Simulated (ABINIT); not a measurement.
# Quasiparticle gap of KI (Fm-3m) in ABINIT

How does a plane-wave GW calculation on KI (Fm-3m) run from the first input to the gap?

Method: PBE and many-body steps on it, plane waves, in ABINIT 10.8.3.

### 1. The starting structure

Symmetry: Fm-3m, No. 225, cubic system. Conventional cell: a = 7.066 Å, b = 7.066 Å, c = 7.066 Å, α = 90.00°, β = 90.00°, γ = 90.00°. Nearest to K lie 6 I at 3.53 Å. Nearest to I lie 6 K at 3.53 Å. Farther neighbours and most contacts between anions are not listed.

The cell and positions come from the Crystallography Open Database and are kept as given unless a step says otherwise.

### 2. Ground state

This step: ABINIT 10.8.3; DFT, PBE with spin-orbit coupling, plane waves, norm-conserving pseudopotentials.

The ground-state density comes first.

Input file run.abi:

```
acell 3*1.0 Angstrom
rprim 
  0.000000000000 3.532775000000 3.532775000000
  3.532775000000 0.000000000000 3.532775000000
  3.532775000000 3.532775000000 -0.000000000000
ntypat 2
znucl 19 53
natom 2
typat 1 2
xred 
  0.000000000000 0.000000000000 0.000000000000
  0.500000000000 0.500000000000 0.500000000000
pp_dirpath "pseudos"
pseudos "K.upf, I.upf"
ecut 33
nspinor 2
ngkpt 4 4 4
nshiftk 1
shiftk 0 0 0
kptopt 1
chksymbreak 0
nband 26
occopt 1
tolvrs 1e-10
nstep 60
prtwf 0
optforces 0
optstress 0
indata_prefix "in"
outdata_prefix "out"
tmpdata_prefix "tmp"
```

Launch:

```console
$ OMP_NUM_THREADS=1 mpirun -n 4 abinit run.abi > log
```

Numbers of over 12 decimals in the logs are rounded to 6 here.

The log of the run:

```text
.Version 10.8.3 of ABINIT. v10.8.2 released Aug 2026.

 Symmetries : space group Fm -3 m (#225); Bravais cF (face-center cubic)
================================================================================
 Values of the parameters that define the memory need of the present run
     intxc =       0    ionmov =       0      iscf =       7    lmnmax =      18
     lnmax =      18     mgfft =      50  mpssoang =       5    mqgrid =    3001
     natom =       2  nloc_mem =       1    nspden =       1   nspinor =       2
    nsppol =       1      nsym =      48    n1xccc =    2501    ntypat =       2
    occopt =       1   xclevel =       2
-    mband =          26        mffmem =           1         mkmem =           2
       mpw =        5434          nfft =      125000          nkpt =           8
================================================================================
  Rough estimation (10% accuracy) of disk space for files :
================================================================================

--------------------------------------------------------------------------------
------------- Echo of variables that govern the present computation ------------
--------------------------------------------------------------------------------
 -outvars: echo values of preprocessed input variables --------
            acell      1.8897261259E+00  1.8897261259E+00  1.8897261259E+00 Bohr

      chksymbreak           0
             ecut      3.30000000E+01 Hartree
-          fftalg         312

              ixc     -101130
              kpt      0.00000000E+00  0.00000000E+00  0.00000000E+00
                       2.50000000E-01  0.00000000E+00  0.00000000E+00
                       5.00000000E-01  0.00000000E+00  0.00000000E+00
                       2.50000000E-01  2.50000000E-01  0.00000000E+00
                       5.00000000E-01  2.50000000E-01  0.00000000E+00
                      -2.50000000E-01  2.50000000E-01  0.00000000E+00
                       5.00000000E-01  5.00000000E-01  0.00000000E+00
                      -2.50000000E-01  5.00000000E-01  2.50000000E-01
         kptrlatt        4    0    0      0    4    0      0    0    4
          kptrlen      3.77650301E+01
P           mkmem           2
            natom           2
            nband          26
            ngfft          50      50      50
             nkpt           8
          nspinor           2
            nstep          60
             nsym          48
           ntypat           2
              occ      1.000000  1.000000  1.000000  1.000000  1.000000  1.000000
                       1.000000  1.000000  1.000000  1.000000  1.000000  1.000000
                       1.000000  1.000000  1.000000  1.000000  0.000000  0.000000
                       0.000000  0.000000  0.000000  0.000000  0.000000  0.000000
                       0.000000  0.000000
        optforces           0
        optstress           0
            prtwf           0
            rprim      0.0000000000E+00  3.5327750000E+00  3.5327750000E+00
                       3.5327750000E+00  0.0000000000E+00  3.5327750000E+00
                       3.5327750000E+00  3.5327750000E+00 -0.0000000000E+00
          spgroup         225

           tolvrs      1.00000000E-10

             xred      0.0000000000E+00  0.0000000000E+00  0.0000000000E+00
                       5.0000000000E-01  5.0000000000E-01  5.0000000000E-01
            znucl       19.00000   53.00000

================================================================================

 chkinp: Checking input parameters for consistency.

================================================================================
== DATASET  1 ==================================================================
-   mpi_nproc: 4, omp_nthreads: 1 (-1 if OMP is not activated)

--- !DatasetInfo
iteration_state: {dtset: 1, }
dimensions: {natom: 2, nkpt: 8, mband: 26, nsppol: 1, nspinor: 2, nspden: 1, mpw: 5434, }
cutoff_energies: {ecut:  33.0, pawecutdg:  -1.0, }
electrons: {nelect:   1.60000000E+01, charge:   0.00000000E+00, occopt:   1.00000000E+00, tsmear:   1.00000000E-02, }

 Real(R)+Recip(G) space primitive vectors, cartesian coordinates (Bohr,Bohr^-1):
 R(1)=  0.0000000  6.6759772  6.6759772  G(1)= -0.0748954  0.0748954  0.0748954
 R(2)=  6.6759772  0.0000000  6.6759772  G(2)=  0.0748954 -0.0748954  0.0748954
 R(3)=  6.6759772  6.6759772  0.0000000  G(3)=  0.0748954  0.0748954 -0.0748954
 Unit cell volume ucvol=  5.9507887E+02 bohr^3
 Angles (23,13,12)=  6.00000000E+01  6.00000000E+01  6.00000000E+01 degrees

 getcut: wavevector=  0.0000  0.0000  0.0000  ngfft=  50  50  50
         ecut(hartree)=     33.000   => boxcut(ratio)=   2.04876

--- Pseudopotential description ------------------------------------------------
- K Generated using ONCVPSP code by D. R. Hamann
- 19.00000   9.00000  180418                  znucl, zion, pspdat
12 -101130 2 -1 2222                          pspcod,pspxc,lmax,lloc,mmax
     nproj     2     3     2     0
     spin-orbit psp
        nprojso     3     4     0
  pspatm : epsatm=    8.42858871
         --- l  ekb(1:nproj) -->
             0    0.806288   10.869902
             1    4.378793    0.553430    0.000047
             2   -3.405517   -1.029007
  spin-orbit 1    0.035097   -0.028470    0.003405
  spin-orbit 2    0.002517    0.000596   -0.000210   -0.000061
 pspatm: atomic psp has been read  and splines computed

- I Generated using ONCVPSP code by D. R. Hamann
- 53.00000   7.00000  180423                  znucl, zion, pspdat
12 -101130 2 -1 1210                          pspcod,pspxc,lmax,lloc,mmax
     nproj     2     4     4     0
     spin-orbit psp
        nprojso     4     4     0
  pspatm : epsatm=   19.15675463
         --- l  ekb(1:nproj) -->
             0    0.912828    5.952026
             1    3.997763    0.747877    0.008227    0.000022
             2    4.180861    0.714097    0.003511    0.000039
  spin-orbit 1   -0.419626    0.211238    0.050102   -0.000483
  spin-orbit 2    0.305294   -0.042129    0.013865   -0.001013
 pspatm: atomic psp has been read  and splines computed

   4.41365494E+02                                ecore*ucvol(ha*bohr**3)
--------------------------------------------------------------------------------

_setup2: Arith. and geom. avg. npw (full set) are    5384.078    5384.049

================================================================================

--- !BeginCycle
iteration_state: {dtset: 1, }
solver: {iscf: 7, nstep: 60, nline: 4, wfoptalg: 0, }
tolerances: {tolvrs: 1.00E-10, }

     iter   Etot(hartree)      deltaE(h)  residm     vres2
 ETOT  1  -43.090899479889    -4.309E+01 2.340E-02 7.036E+01
 ETOT  2  -43.108340523715    -1.744E-02 3.150E-03 3.138E+00
 ETOT  3  -43.108442262998    -1.017E-04 9.505E-03 4.788E-01
 ETOT  4  -43.108450417294    -8.154E-06 3.340E-03 6.008E-02
 ETOT  5  -43.108451791942    -1.375E-06 1.109E-03 1.047E-03
 ETOT  6  -43.108451893230    -1.013E-07 1.266E-03 6.417E-05
 ETOT  7  -43.108451895287    -2.057E-09 3.249E-04 2.578E-06
 ETOT  8  -43.108451895404    -1.168E-10 2.668E-04 8.015E-08
 ETOT  9  -43.108451895407    -3.674E-12 3.763E-04 1.052E-09
 ETOT 10  -43.108451895408    -3.340E-13 2.571E-04 2.627E-11

 At SCF step   10       vres2   =  2.63E-11 < tolvrs=  1.00E-10 =>converged.

--- !ResultsGS
iteration_state: {dtset: 1, }
comment   : Summary of ground state results
lattice_vectors:
- [  0.0000000,   6.6759772,   6.6759772, ]
- [  6.6759772,   0.0000000,   6.6759772, ]
- [  6.6759772,   6.6759772,  -0.0000000, ]
lattice_lengths: [   9.44126,    9.44126,    9.44126, ]
lattice_angles: [ 60.000,  60.000,  60.000, ] # degrees, (23, 13, 12)
lattice_volume:   5.9507887E+02
convergence: {deltae: -3.340E-13, res2:  2.627E-11, residm:  2.571E-04, diffor:  0.000E+00, }
etotal    :  -4.31084519E+01
entropy   :   0.00000000E+00
fermie    :   1.62804083E-02
cartesian_stress_tensor: null
pressure_GPa: null
xred      :
- [  0.0000E+00,   0.0000E+00,   0.0000E+00,  K]
- [  5.0000E-01,   5.0000E-01,   5.0000E-01,  I]
cartesian_forces: null
force_length_stats: {min: null, max: null, mean: null, }

 Integrated electronic density in atomic spheres:
 ------------------------------------------------
 Atom  Sphere_radius  Integrated_density
    1        2.00000          6.92230143
    2        2.00000          2.87711122
================================================================================

 ----iterations are completed or convergence reached----

 Mean square residual over all n,k,spin=   27.656E-07; max=  25.713E-05
 reduced coordinates (array xred) for    2 atoms
       0.000000000000      0.000000000000      0.000000000000
       0.500000000000      0.500000000000      0.500000000000
 rms dE/dt=  0.0000E+00; max dE/dt=  0.0000E+00; dE/dt below (all hartree)
    1       0.000000000000      0.000000000000      0.000000000000
    2       0.000000000000      0.000000000000      0.000000000000

 cartesian coordinates (angstrom) at end:
    1      0.000000     0.000000     0.000000
    2      3.532775     3.532775     3.532775
 length scales=  1.889726125908  1.889726125908  1.889726125908 bohr
              =  1.000000000000  1.000000000000  1.000000000000 angstroms
 prteigrs : about to open file out_EIG
 Fermi (or HOMO) energy (hartree) =   0.01628   Average Vxc (hartree)=  -0.26584
 Eigenvalues (hartree) for nkpt=   8  k points:
 kpt#   1, nband= 26, wtk=  0.01563, kpt=  0.0000  0.0000  0.0000 (reduced coord)
  -1.04279   -1.04279   -0.44254   -0.44254   -0.43277   -0.43277   -0.43277   -0.43277
  -0.38071   -0.38071   -0.02129   -0.02129    0.01628    0.01628    0.01628    0.01628
   0.15008    0.15008    0.24320    0.24320    0.24320    0.24320    0.24379    0.24379
   0.26989    0.26989
 prteigrs : prtvol=0 or 1, do not print more k-points.

--- !EnergyTerms
iteration_state     : {dtset: 1, }
comment             : Components of total free energy in Hartree
kinetic             :  1.34703487494357E+01
hartree             :  9.56417602358717E+00
xc                  : -1.04159819887491E+01
Ewald energy        : -2.74618377792638E+01
psp_core            :  7.41692425148782E-01
local_psp           : -3.51530749629279E+01
non_local_psp       :  6.14622563736130E+00
total_energy        : -4.31084518954078E+01
total_energy_eV     : -1.17304073499223E+03
band_energy         : -5.56086353011459E+00

== END DATASET(S) ==============================================================
================================================================================

 -outvars: echo values of variables after computation  --------
           etotal     -4.3108451895E+01
            nband          26
             nkpt           8
          spgroup         225
 [... the other variables as echoed above ...]

 Calculation completed.
```

The job ended after 33 s (4 MPI ranks of Arm Neoverse V1, shared host; peak memory 0.39 GiB; 2.2 min of CPU time).

This step gave:

| Quantity | Value |
| --- | --- |
| total energy | -1173.0407 eV |
| gap | 3.641 eV |
| k of the valence top | 0, 0, 0 |
| k of the conduction bottom | 0, 0, 0 |
| least direct gap | 3.641 eV |

The gap is direct, at Γ.

### 3. Bands along the symmetry lines

Levels along a band path, at the cheap level, show where the edges lie and whether the meshes to come will hold them.

Input file run.abi:

```
acell 3*1.0 Angstrom
rprim 
  0.000000000000 3.532775000000 3.532775000000
  3.532775000000 0.000000000000 3.532775000000
  3.532775000000 3.532775000000 -0.000000000000
ntypat 2
znucl 19 53
natom 2
typat 1 2
xred 
  0.000000000000 0.000000000000 0.000000000000
  0.500000000000 0.500000000000 0.500000000000
pp_dirpath "pseudos"
pseudos "K.upf, I.upf"
ecut 33
nspinor 2
iscf -2
irdden 1
kptopt 0
nkpt 26
kpt 
  0.00000000 0.00000000 0.00000000
  0.12500000 0.00000000 0.12500000
  0.25000000 0.00000000 0.25000000
  0.37500000 0.00000000 0.37500000
  0.50000000 0.00000000 0.50000000
  0.53125000 0.06250000 0.53125000
  0.56250000 0.12500000 0.56250000
  0.59375000 0.18750000 0.59375000
  0.62500000 0.25000000 0.62500000
  0.37500000 0.37500000 0.75000000
  0.28125000 0.28125000 0.56250000
  0.18750000 0.18750000 0.37500000
  0.09375000 0.09375000 0.18750000
  0.00000000 0.00000000 0.00000000
  0.12500000 0.12500000 0.12500000
  0.25000000 0.25000000 0.25000000
  0.37500000 0.37500000 0.37500000
  0.50000000 0.50000000 0.50000000
  0.50000000 0.43750000 0.56250000
  0.50000000 0.37500000 0.62500000
  0.50000000 0.31250000 0.68750000
  0.50000000 0.25000000 0.75000000
  0.50000000 0.18750000 0.68750000
  0.50000000 0.12500000 0.62500000
  0.50000000 0.06250000 0.56250000
  0.50000000 0.00000000 0.50000000
istwfk *1
nband 32
nbdbuf 6
tolwfr 1e-08
nstep 40
prtwf 0
prtvol 0
indata_prefix "in"
outdata_prefix "out"
tmpdata_prefix "tmp"
```

The log of the run:

```text
.Version 10.8.3 of ABINIT. v10.8.2 released Aug 2026.

 Symmetries : space group Fm -3 m (#225); Bravais cF (face-center cubic)
[... echo of the input left out ...]
== DATASET  1 ==================================================================
-   mpi_nproc: 4, omp_nthreads: 1 (-1 if OMP is not activated)

--- !DatasetInfo
iteration_state: {dtset: 1, }
dimensions: {natom: 2, nkpt: 26, mband: 32, nsppol: 1, nspinor: 2, nspden: 1, mpw: 5434, }
cutoff_energies: {ecut:  33.0, pawecutdg:  -1.0, }
electrons: {nelect:   1.60000000E+01, charge:   0.00000000E+00, occopt:   1.00000000E+00, tsmear:   1.00000000E-02, }

 Real(R)+Recip(G) space primitive vectors, cartesian coordinates (Bohr,Bohr^-1):
 R(1)=  0.0000000  6.6759772  6.6759772  G(1)= -0.0748954  0.0748954  0.0748954
 R(2)=  6.6759772  0.0000000  6.6759772  G(2)=  0.0748954 -0.0748954  0.0748954
 R(3)=  6.6759772  6.6759772  0.0000000  G(3)=  0.0748954  0.0748954 -0.0748954
 Unit cell volume ucvol=  5.9507887E+02 bohr^3
 Angles (23,13,12)=  6.00000000E+01  6.00000000E+01  6.00000000E+01 degrees

 getcut: wavevector=  0.0000  0.0000  0.0000  ngfft=  50  50  50
         ecut(hartree)=     33.000   => boxcut(ratio)=   2.04876

--- Pseudopotential description ------------------------------------------------
- K Generated using ONCVPSP code by D. R. Hamann
- 19.00000   9.00000  180418                  znucl, zion, pspdat
12 -101130 2 -1 2222                          pspcod,pspxc,lmax,lloc,mmax
     nproj     2     3     2     0
     spin-orbit psp
        nprojso     3     4     0
  pspatm : epsatm=    8.42858871
         --- l  ekb(1:nproj) -->
             0    0.806288   10.869902
             1    4.378793    0.553430    0.000047
             2   -3.405517   -1.029007
  spin-orbit 1    0.035097   -0.028470    0.003405
  spin-orbit 2    0.002517    0.000596   -0.000210   -0.000061
 pspatm: atomic psp has been read  and splines computed

- I Generated using ONCVPSP code by D. R. Hamann
- 53.00000   7.00000  180423                  znucl, zion, pspdat
12 -101130 2 -1 1210                          pspcod,pspxc,lmax,lloc,mmax
     nproj     2     4     4     0
     spin-orbit psp
        nprojso     4     4     0
  pspatm : epsatm=   19.15675463
         --- l  ekb(1:nproj) -->
             0    0.912828    5.952026
             1    3.997763    0.747877    0.008227    0.000022
             2    4.180861    0.714097    0.003511    0.000039
  spin-orbit 1   -0.419626    0.211238    0.050102   -0.000483
  spin-orbit 2    0.305294   -0.042129    0.013865   -0.001013
 pspatm: atomic psp has been read  and splines computed

--------------------------------------------------------------------------------

================================================================================
 prteigrs : about to open file out_EIG
 Non-SCF case, kpt    1 (  0.00000  0.00000  0.00000), residuals and eigenvalues=
[...]
4.2683E-01  4.2949E-01
 Non-SCF case, kpt    3 (  0.25000  0.00000  0.25000), residuals and eigenvalues=
[...]
4.0472E-01  4.0503E-01
[...]
Non-SCF case, kpt   25 (  0.50000  0.06250  0.56250), residuals and eigenvalues=
[...]
4.0887E-01  4.1471E-01
 Non-SCF case, kpt   26 (  0.50000  0.00000  0.50000), residuals and eigenvalues=
[...]
2.1648E-01  2.1648E-01  3.0219E-01  3.0219E-01  3.2423E-01  3.2423E-01
  3.2732E-01  3.2732E-01  3.5607E-01  3.5607E-01  3.5624E-01  3.5624E-01
  4.1245E-01  4.1265E-01

--- !ResultsGS
iteration_state: {dtset: 1, }
comment   : Summary of ground state results
lattice_vectors:
- [  0.0000000,   6.6759772,   6.6759772, ]
- [  6.6759772,   0.0000000,   6.6759772, ]
- [  6.6759772,   6.6759772,  -0.0000000, ]
lattice_lengths: [   9.44126,    9.44126,    9.44126, ]
lattice_angles: [ 60.000,  60.000,  60.000, ] # degrees, (23, 13, 12)
lattice_volume:   5.9507887E+02
convergence: {deltae:  0.000E+00, res2:  0.000E+00, residm:  9.992E-09, diffor:  0.000E+00, }
etotal    :  -4.31084519E+01
entropy   :   0.00000000E+00
fermie    :   1.62804083E-02
cartesian_stress_tensor: null
pressure_GPa: null
xred      :
- [  0.0000E+00,   0.0000E+00,   0.0000E+00,  K]
- [  5.0000E-01,   5.0000E-01,   5.0000E-01,  I]
cartesian_forces: null
force_length_stats: {min: null, max: null, mean: null, }

 Integrated electronic density in atomic spheres:
 ------------------------------------------------
 Atom  Sphere_radius  Integrated_density
    1        2.00000          6.92230143
    2        2.00000          2.87711122
================================================================================

 ----iterations are completed or convergence reached----

 Mean square residual over all n,k,spin=   61.777E-10; max=  99.924E-10
 reduced coordinates (array xred) for    2 atoms
       0.000000000000      0.000000000000      0.000000000000
       0.500000000000      0.500000000000      0.500000000000

 cartesian coordinates (angstrom) at end:
    1      0.000000     0.000000     0.000000
    2      3.532775     3.532775     3.532775
 length scales=  1.889726125908  1.889726125908  1.889726125908 bohr
              =  1.000000000000  1.000000000000  1.000000000000 angstroms
 prteigrs : about to open file out_EIG
 Eigenvalues (hartree) for nkpt=  26  k points:
 kpt#   1, nband= 32, wtk=  1.00000, kpt=  0.0000  0.0000  0.0000 (reduced coord)
[...]
kpt#   2, nband= 32, wtk=  1.00000, kpt=  0.1250  0.0000  0.1250 (reduced coord)
[...]
kpt#   3, nband= 32, wtk=  1.00000, kpt=  0.2500  0.0000  0.2500 (reduced coord)
[...]
kpt#  25, nband= 32, wtk=  1.00000, kpt=  0.5000  0.0625  0.5625 (reduced coord)
[...]
kpt#  26, nband= 32, wtk=  1.00000, kpt=  0.5000  0.0000  0.5000 (reduced coord)
[...]
0.18580    0.18580    0.21648    0.21648    0.30219    0.30219    0.32423    0.32423
   0.32732    0.32732    0.35607    0.35607    0.35624    0.35624    0.41245    0.41265

== END DATASET(S) ==============================================================
================================================================================

 -outvars: echo values of variables after computation  --------
            nband          32
             nkpt          26
          spgroup         225
 [... the other variables as echoed above ...]

 Calculation completed.
```

It took 90 s on 4 MPI ranks; peak memory 0.43 GiB.

This step gave:

```
gap                        : 3.641 eV
k of the valence top       : 0, 0, 0
k of the conduction bottom : 0, 0, 0
least direct gap           : 3.641 eV
```

The gap is 3.641 eV, as in the run before at this level.

Electronic bands along the path, in eV, zero at the top of the highest filled band; v1 is the highest filled band, c1 the lowest empty one:

| point | v4 | v3 | v2 | v1 | c1 | c2 | c3 | c4 |
| --- | --- | --- | --- | --- | --- | --- | --- | --- |
| Γ | 0.00 | 0.00 | 0.00 | 0.00 | 3.64 | 3.64 | 6.17 | 6.17 |
| halfway | -0.56 | -0.56 | -0.22 | -0.22 | 4.97 | 4.97 | 5.21 | 5.21 |
| X | -0.76 | -0.76 | -0.40 | -0.40 | 4.61 | 4.61 | 5.45 | 5.45 |
| halfway | -0.79 | -0.79 | -0.46 | -0.46 | 4.82 | 4.82 | 5.68 | 5.68 |
| U | -0.88 | -0.88 | -0.53 | -0.53 | 5.29 | 5.29 | 6.31 | 6.31 |
| jump to K | -0.88 | -0.88 | -0.53 | -0.53 | 5.29 | 5.29 | 6.31 | 6.31 |
| halfway | -0.64 | -0.64 | -0.30 | -0.30 | 5.22 | 5.22 | 5.97 | 5.97 |
| Γ | 0.00 | 0.00 | 0.00 | 0.00 | 3.64 | 3.64 | 6.17 | 6.17 |
| halfway | -0.54 | -0.54 | -0.19 | -0.19 | 4.74 | 4.74 | 6.25 | 6.25 |
| L | -0.82 | -0.82 | -0.36 | -0.36 | 5.20 | 5.20 | 7.38 | 7.38 |
| halfway | -0.87 | -0.87 | -0.49 | -0.49 | 5.71 | 5.71 | 6.53 | 6.53 |
| W | -0.80 | -0.80 | -0.69 | -0.69 | 6.08 | 6.08 | 6.19 | 6.19 |
| halfway | -0.80 | -0.80 | -0.53 | -0.53 | 5.04 | 5.04 | 5.85 | 5.85 |
| X | -0.76 | -0.76 | -0.40 | -0.40 | 4.61 | 4.61 | 5.45 | 5.45 |

(Part 1 of 2 ends here.)

[Paths, hosts, dates, memory and timing lines, banners, echoed tables and standing remarks are left out of the program output.]

[Logs are printed without paths, hosts, clocks, repeated set-up lines and the standing remarks that a program may print on its own settings, such as how far it seeks lower states.]

[Runs of the session that timed out or met a known fault of the program may be left out.]

[Hosts, paths, dates, database ids (printed as entryN), source tags and the programs' standing remarks are cut or masked in the printed files.]

[G0W0 gaps are taken among the corrected bands and points alone; a level outside them can change the order at an edge.]

[Where Ansatz stands beside ABINIT at settings called matched, ABINIT's density can come from a denser mesh and the files from another edition; pairs whose starting gaps differed by over 0.03 eV were left out, so agreement reads better than it is.]
